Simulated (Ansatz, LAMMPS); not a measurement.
## Relaxing glassy 60SiO2-40Na2O (mol %) (195 atoms)

How does glassy 60SiO2-40Na2O (mol %) (195 atoms) relax, and what do bonds, charges and levels look like afterwards?

Method: Kohn-Sham DFT, RPBE, PAW (set soft_2), plane waves, in Ansatz 0.2.0.

## Step 1: Starting point

The cell holds 195 atoms: 39 Si, 52 Na and 104 O. Cell: a = 13.544 Å, b = 13.544 Å, c = 13.544 Å, α = 90.0°, β = 90.0°, γ = 90.0°. 195 atoms (39 Si, 52 Na, 104 O) placed at random at 2.64 g/cm³, melted at 4000 K for 10 ps at fixed volume with the Morse and Coulomb pair potential with partial charges (Pedone, Malavasi, Menziani, Cormack and Segre, J. Phys. Chem. B 110, 11780 (2006)). Quenched from 4000 K to 300 K at 20 K/ps and fixed volume, held 5 ps.

What the set-up can't give: The quench rate of 20 K/ps far exceeds what a furnace or splat quench reaches, so expect more defects and frozen-in strain than in a real sample. The network of bonds at the start is that of the classical potential that made the cell. Only the Γ point is sampled, in a cell whose shortest periodic width is 14 Å.

## Step 2: Single point at the start

The forces at the start show how far the geometry lies from a minimum of this functional.

input.yaml reads:

```yaml
crystal:
  lattice:
    - [13.5442, 0.0, 0.0]
    - [0.0, 13.5442, 0.0]
    - [0.0, 0.0, 13.5442]
  atoms:
    - { symbol: Si, position: [0.6094, 0.7527, 0.10806] }
    - { symbol: Si, position: [0.13816, 0.43846, 0.85276] }
    - { symbol: Si, position: [0.523, 0.61028, 0.93589] }
    - { symbol: Si, position: [0.59605, 0.30935, 0.5827] }
    [... 185 atom lines left out ...]
    - { symbol: O, position: [0.40199, 0.59037, 0.93017] }
    - { symbol: O, position: [0.39102, 0.40079, 0.14213] }
    - { symbol: O, position: [0.24535, 0.49116, 0.8853] }
    - { symbol: O, position: [0.17177, 0.35363, 0.78514] }
    - { symbol: O, position: [0.57309, 0.13992, 0.38435] }
    - { symbol: O, position: [0.50961, 0.58122, 0.41191] }
kpoints:
  mp_grid: { grid: [1, 1, 1] }
hamiltonian:
  xc: rpbe
scf:
  occupations: { method: fixed }
output:
  forces: true
  stress: true
  populations: intrinsic
  dos:
    method: { smearing: { sigma: 0.15 } }
    de: 0.1
    projected: { site_lists: { Na: [Na], O: [O], Si: [Si] } }
  eigenvalues: true
```

Started as:

```
ansatz run input.yaml --threads 4 --pin off --max-ram 8192MiB --backend cpu --events-out ev --progress --plain --runs-dir out
```

The job ended after 1.8 min (4 threads of Arm Neoverse V2, shared host; peak memory 4.5 GiB; 7 min of CPU time).

Read from the output:

```yaml
free_energy: -161720.0160 eV
free_energy_per_atom: -829.3334 eV/atom
scf_cycles: 10
pressure: 11.52 GPa
r_m_s_force_component: 1.36 eV/Å
longest_force: 6.238 eV/Å
fermi_energy: 5.379 eV
spacing_of_highest_filled_and_lowest_empty_level: 2.21 eV
```

The r.m.s. force component of 1.4 eV/Å and the pressure of 12 GPa set the starting point.

Length of the force by element:

```csv
element,coordination,atoms,mean length of the force (eV/Å),spread,least,most
Na,all,52,0.718,0.310,0.103,1.57
O,all,104,2.39,1.15,0.242,6.24
Si,all,39,2.70,0.927,0.873,4.44
```

## Step 3: Relaxation

The atoms are relaxed in the fixed cell, aiming at the force tolerance of the input.

input.yaml, the sections that differ from step 2:

```yaml
output:
  forces: true
relax:
  f_tol: 0.05
  max_steps: 131
# crystal, kpoints, hamiltonian, scf: as in step 2
```

Elapsed: 17 min, on 4 threads; peak memory 4 GiB.

Step by step:

```csv
step,energy less that of the first step (eV),largest force component (eV/Å)
1,0.0000,4.7026
2,-11.0138,2.7495
3,-17.2796,0.8408
4,-18.5368,0.4626
5,-19.4405,0.3087
6,-20.0656,0.1977
7,-20.2787,0.1606
8,-20.3750,0.1700
9,-20.4824,0.1895
10,-20.5783,0.1489
11,-20.6837,0.1107
12,-20.7376,0.0732
13,-20.7503,0.1597
14,-20.7739,0.1347
15,-20.7952,0.0867
16,-20.7969,0.0712
17,-20.8073,0.0663
18,-20.8146,0.0304
19,-20.8146,0.0304
20,-20.8000,0.2359
21,-20.8157,0.0462
```

Relaxation step 20 was tried and not accepted.

The atoms that moved most (Å):

```csv
atom,dx,dy,dz,length
Na42,0.891,-0.111,-0.976,1.326
Na44,-0.428,0.107,-1.061,1.149
Na54,0.311,0.813,-0.258,0.908
Na59,0.388,0.792,-0.053,0.883
Na53,0.737,0.272,0.212,0.814
O149,0.760,-0.025,-0.202,0.787
Na84,0.297,0.432,0.579,0.781
O191,0.392,0.512,0.411,0.764
```

The relaxation changed the energy by -107 meV/atom, and atoms moved by 0.38 Å r.m.s., 1.3 Å at most.

## Step 4: Local order after relaxation

Bonds before and after, by the cutoffs listed below:

```csv
pair,bonds before,bonds after,mean before (Å),mean after (Å),spread before (Å),spread after (Å)
O-Na,221,241,2.423,2.402,0.174,0.144
O-Si,156,156,1.613,1.649,0.062,0.040
```

Density 2.64 g/cm³, 12.74 Å³ an atom.

Pair distribution functions g(r), in bins of 0.2 Å:

```csv
r (Å),total,O-O,O-Na,O-Si,Na-Na,Na-Si,Si-Si
1.50,0.42,0.00,0.00,1.97,0.00,0.00,0.00
1.70,2.57,0.00,0.00,12.07,0.00,0.00,0.00
1.90,0.00,0.00,0.00,0.00,0.00,0.00,0.00
2.10,0.17,0.00,0.58,0.00,0.00,0.00,0.00
2.30,1.12,0.00,3.92,0.00,0.00,0.00,0.00
2.50,1.01,1.10,2.44,0.00,0.00,0.00,0.00
2.70,1.56,4.40,0.82,0.03,0.79,0.13,0.00
2.90,0.81,0.67,0.72,0.03,2.36,1.83,1.19
3.10,1.01,0.57,0.62,0.25,2.27,2.82,4.05
3.30,1.02,1.14,0.57,0.38,1.88,2.37,1.71
3.50,1.05,1.14,0.80,1.01,0.67,2.23,0.00
3.70,0.95,0.75,0.85,1.30,1.16,1.22,0.18
3.90,1.07,0.86,0.88,1.73,0.73,1.19,0.59
4.10,1.03,0.68,0.99,1.73,0.88,0.82,0.77
4.30,1.02,0.83,1.04,1.74,0.63,0.41,0.70
4.50,1.03,0.91,1.20,1.08,1.29,0.65,0.91
4.70,0.98,0.97,1.38,0.91,0.47,0.46,1.05
4.90,1.02,1.27,1.31,0.68,0.52,0.53,1.30
5.10,0.95,1.16,1.03,0.63,0.62,0.92,1.35
5.30,0.94,1.11,0.81,0.89,0.85,0.88,1.21
5.50,0.94,0.97,0.83,0.75,1.57,1.03,1.07
5.70,0.98,1.07,0.84,0.87,1.09,1.17,1.28
5.90,1.02,1.15,0.77,0.99,1.03,1.38,1.08
6.10,1.06,0.87,1.01,1.15,1.40,1.47,0.77
6.30,0.97,0.84,1.00,1.03,1.18,1.06,0.85
6.50,1.04,0.93,1.04,1.19,1.11,1.15,0.58
6.70,0.99,0.91,1.06,1.12,0.95,0.78,1.01
```

Bonds by pair of elements; cutoffs follow the first minimum of g(r), held within bounds set by covalent radii, and pairs that aren't listed don't count as bonded:

```csv
pair A-B,cutoff (Å),bonds,mean length (Å),spread (Å),shortest (Å),B about A,A about B
O-Na,2.77,241,2.40,0.144,2.13,2.32,4.63
O-Si,2.12,156,1.65,0.04,1.56,1.5,4
```

How many atoms have how many bonded neighbours:

```csv
element,mean,2,3,4,5,6
Na,4.63,0,2,22,21,7
O,3.82,6,34,41,19,4
Si,4,0,0,39,0,0
```

Bond angles (no mean is given where the spread exceeds 20°):

```csv
angle,count,mean (°),spread (°)
O-Na-O,453,-,-
Na-O-Si,303,-,-
Na-O-Na,249,-,-
O-Si-O,234,109,6
Si-O-Si,52,141,13.1
```

Oxygen atoms by the number of network formers (Si, P, Ge, B, Al, As, Ga) bound to them:

```csv
network formers bound to O,O atoms,per cent
0,0,0
1,52,50
2,52,50
```

Network units: each former by its oxygen neighbours and how many of them bridge to another former:

```csv
former,O neighbours,bridging O,atoms
Si,4,1,3
Si,4,2,12
Si,4,3,19
Si,4,4,5
```

Bond length by coordination (bonds to H left out):

```csv
element,coordination,atoms,mean bond length (Å)
Na,3,2,2.30
Na,4,22,2.36
Na,5,21,2.41
Na,6,7,2.47
O,2,6,1.66
O,3,34,1.94
O,4,41,2.13
O,5,19,2.25
O,6,4,2.33
```

Rings of the network by King's shortest-path rule, up to 12 atoms, one path for each pair of neighbours; H, halogens, alkali and alkaline-earth atoms are left out, and the last column divides by all other atoms, bonded or not:

```csv
ring size (atoms),rings,per network atom
8,2,0.014
10,3,0.021
12,2,0.014
```

For some of the pairs, g(r) has its first main peak near 2.7 Å (O-O), 2.3 Å (O-Na), 1.6 Å (O-Si), 2.9 Å (Na-Na), 3.2 Å (Na-Si) and 3.1 Å (Si-Si). With the cutoffs above, 42 % of Na atoms have 4, 39 % of O atoms have 4 and all Si atoms have 4 bonded neighbours. 50 % of the oxygens bridge two formers (Si) and 50 % are non-bridging. The commonest Si unit has 4 oxygens, 3 of them shared with other formers (19 of 39 atoms). Rings of 10 atoms are the most common (43 % of those counted); sizes run from 8 to 12, where the search stops.

## Step 5: Single point at the relaxed geometry

One more single point at the end of the walk gives the fuller output and checks the residual forces.

input.yaml reads:

```yaml
crystal:
  lattice:
    - [13.5442, 0.0, 0.0]
    - [0.0, 13.5442, 0.0]
    - [0.0, 0.0, 13.5442]
  atoms:
    - { symbol: Si, position: [0.58289, 0.73999, 0.10398] }
    - { symbol: Si, position: [0.12859, 0.44416, 0.83742] }
    - { symbol: Si, position: [0.50834, 0.59439, 0.9384] }
    - { symbol: Si, position: [0.57879, 0.30683, 0.58927] }
    [... 185 atom lines left out ...]
    - { symbol: O, position: [0.3916, 0.55804, 0.92752] }
    - { symbol: O, position: [0.41994, 0.43856, 0.17249] }
    - { symbol: O, position: [0.21927, 0.50394, 0.89199] }
    - { symbol: O, position: [0.17519, 0.34145, 0.79204] }
    - { symbol: O, position: [0.57559, 0.14773, 0.3821] }
    - { symbol: O, position: [0.51566, 0.5816, 0.41271] }
kpoints:
  mp_grid: { grid: [1, 1, 1] }
hamiltonian:
  xc: rpbe
scf:
  occupations: { method: fixed }
output:
  forces: true
  stress: true
  populations: intrinsic
  dos:
    method: { smearing: { sigma: 0.1 } }
    de: 0.1
    projected: { site_lists: { Na: [Na], O: [O], Si: [Si] } }
  eigenvalues: true
  write_density: true
  write_potential: true
  volumetric_format: npy
```

The job ended after 2 min (4 threads; peak memory 4.6 GiB; 7.7 min of CPU time).

The run gave:

| Property | Result |
| --- | --- |
| free energy | -161740.8316 eV |
| free energy per atom | -829.4402 eV/atom |
| SCF cycles | 10 |
| pressure | 4.75 GPa |
| r.m.s. force component | 0.00707 eV/Å |
| longest force | 0.05114 eV/Å |
| Fermi energy | 4.737 eV |
| gap (highest filled to lowest empty level) | 3.091 eV |

Intrinsic-atomic-orbital charges by element and coordination:

```csv
element,coordination,atoms,mean charge (e),spread,least,most
Na,all,52,0.796,0.0093,0.774,0.818
Na,3,2,0.801,7.0e-4,0.800,0.802
Na,4,22,0.795,0.0093,0.780,0.818
Na,5,21,0.793,0.0095,0.774,0.809
Na,6,7,0.803,0.0048,0.793,0.809
O,all,104,-1.00,0.0858,-1.13,-0.889
O,2,6,-0.905,0.0082,-0.916,-0.889
O,3,34,-0.932,0.0424,-1.07,-0.896
O,4,41,-1.03,0.0761,-1.12,-0.911
O,5,19,-1.10,0.0184,-1.13,-1.07
O,6,4,-1.10,0.0189,-1.11,-1.07
Si,all,39,1.62,0.0584,1.50,1.73
```

Density of states as counts of states in windows of 1 eV (from the Fermi level), total and the larger projections:

```csv
from (eV),to (eV),total,O p,Si p
-10,-9,16.5,11.0,1.2
-9,-8,23.5,16.1,2.4
-8,-7,29.8,21.8,4.8
-7,-6,27.4,21.1,5.0
-6,-5,45.0,35.1,5.0
-5,-4,94.2,77.7,7.7
-4,-3,111.6,98.9,5.0
-3,-2,110.9,102.4,3.1
-2,-1,126.0,119.3,2.6
-1,0,33.4,32.3,0.4
0,1,0.5,0.5,0.0
1,2,0.0,0.0,0.0
2,3,0.5,0.0,0.0
3,4,2.9,0.2,0.1
4,5,13.2,1.4,0.6
```

With fixed occupations the program's Fermi level is the highest filled level; weight inside the gap is the broadening of levels at its edges.

Between -26 and -10 eV lie 525 more states.

The stored curve holds about 1144 of the 1248 electrons; the rest, give or take the few that broadening carries across the Fermi level, lie in deeper levels below its range.

The levels nearest the highest filled one (over half full), pooled over k-points and spins:

```csv
level less the highest filled one (eV),occupation
-0.672,2
-0.646,2
-0.614,2
-0.294,2
-0.261,2
0,2
3.09,0
4.01,0
4.18,0
4.41,0
4.48,0
4.66,0
```

Mean intrinsic-atomic-orbital charges: Na +0.80, O -1.00, Si +1.62 e.

## Step 6: What came out

* energy change in the relaxation: -106.7 meV/atom
* r.m.s. displacement: 0.377 Å
* largest displacement: 1.326 Å
* free energy per atom: -829.4402 eV/atom
* pressure: 4.75 GPa
* r.m.s. force component: 0.00707 eV/Å
* gap (highest filled to lowest empty level): 3.091 eV
* wall time of the 3 DFT runs: 21 min

In words: Relaxation lowers the energy by 107 meV/atom and moves atoms by 0.38 Å r.m.s.; the r.m.s. force component goes from 1.4 to 0.0071 eV/Å, the pressure goes from 12 to 4.8 GPa, and the gap from 2.21 to 3.09 eV. By the final cutoffs 23 of 377 bonded pairs parted and 43 joined. First to last step the energy falls by 20.816 eV; the largest move, 1.33 Å, is that of Na42. The O-Si bonds change most in mean length: from 1.613 Å (spread 0.062) to 1.649 Å (spread 0.040). With the cutoffs above, 42 % of Na atoms have 4, 39 % of O atoms have 4 and all Si atoms have 4 bonded neighbours. 50 % of the oxygens bridge two formers (Si) and 50 % are non-bridging. Between filled and empty levels lie 3.09 eV (at Γ alone); a semilocal functional tends to put such gaps too low. In a disordered cell it changes from sample to sample, and tail or defect levels can set it.

Caveats: The network of bonds at the start is that of the classical potential that made the cell; in DFT 23 of its 377 bonded pairs passed out of the cutoffs and 43 came within them. The pressure of 4.8 GPa means that a free cell would grow at this level.

[Logs are printed without paths, hosts, clocks, repeated set-up lines and the standing remarks that a program may print on its own settings, such as how far it seeks lower states.]

[Hosts, paths, dates, database ids (printed as entryN), source tags and the programs' standing remarks are cut or masked in the printed files.]
